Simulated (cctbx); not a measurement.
# Eu6CuSn: as given, inverted or twinned?

Space group Amm2 (no. 38), a = 5.7830 Å, b = 7.1990 Å, c = 12.5880 Å, α = 90.00°, β = 90.00°, γ = 90.00°.

| atom | mult. | x | y | z | Ueq (Å²) |
| --- | --- | --- | --- | --- | --- |
| Eu1 | 2 | 1/2 | 0 | 0.1625 | 0.0041 |
| Eu2 | 4 | 1/2 | 0.2580 | 0.4089 | 0.0035 |
| Eu3 | 2 | 0 | 0 | 0.3328 | 0.0030 |
| Eu4 | 4 | 0 | 0.7549 | 0.0773 | 0.0035 |
| Sn1 | 2 | 1/2 | 1/2 | 0.1666 | 0.0040 |
| Cu1 | 2 | 0 | 1/2 | 0.3545 | 0.0049 |

This is a model crystal, built by substitution and not relaxed, with assumed displacement parameters.

Data sets are simulated with cctbx and refined with Bijvoet mates kept apart; Flack x is then fitted as the share of an inverted twin with the atoms fixed, Hooft y from the Bijvoet differences. The group is acentric but holds improper operations, so there is an absolute structure (orientation) and no hand.

Untwinned crystal. What Flack and Hooft values should come out?

| λ (Å) | extinction (unmodelled) | d min (Å) | top counts | error (%) | model | R1 | Flack x | s.u. | Hooft y | s.u. | pairs |
| --- | --- | --- | --- | --- | --- | --- | --- | --- | --- | --- | --- |
| 0.71073 | 0 | 0.77 | 40000 | 4 | as given | 0.0141 | 0.018 | 0.019 | -0.004 | 0.021 | 330 |
| 0.71073 | 0 | 0.77 | 40000 | 4 | inverted | 0.0271 | 0.98 | 0.02 | 1.016 | 0.021 | 330 |
| 1.54184 | 0 | 0.83 | 5000 | 3 | as given | 0.0248 | 0.009 | 0.007 | 0.006 | 0.009 | 269 |

With Mo Kα, x is within 3 s.u. of 0, so the absolute structure is right. With Cu Kα, x is within 3 s.u. of 0, so the absolute structure is right. Inverting the model turns x into about 1 − x.

A further crystal gives:

| λ (Å) | extinction (unmodelled) | d min (Å) | top counts | error (%) | model | R1 | Flack x | s.u. | Hooft y | s.u. | pairs |
| --- | --- | --- | --- | --- | --- | --- | --- | --- | --- | --- | --- |
| 0.6889 | 0 | 0.84 | 5000 | 2 | as given | 0.0345 | 0.38 | 0.1 | 0.321 | 0.100 | 260 |

**Question.** What is it?

It was simulated as an inversion twin with a fraction 0.3 of the inverted domain. Flack x is over 3 s.u. from both 0 and 1 and reads that fraction, roughly.
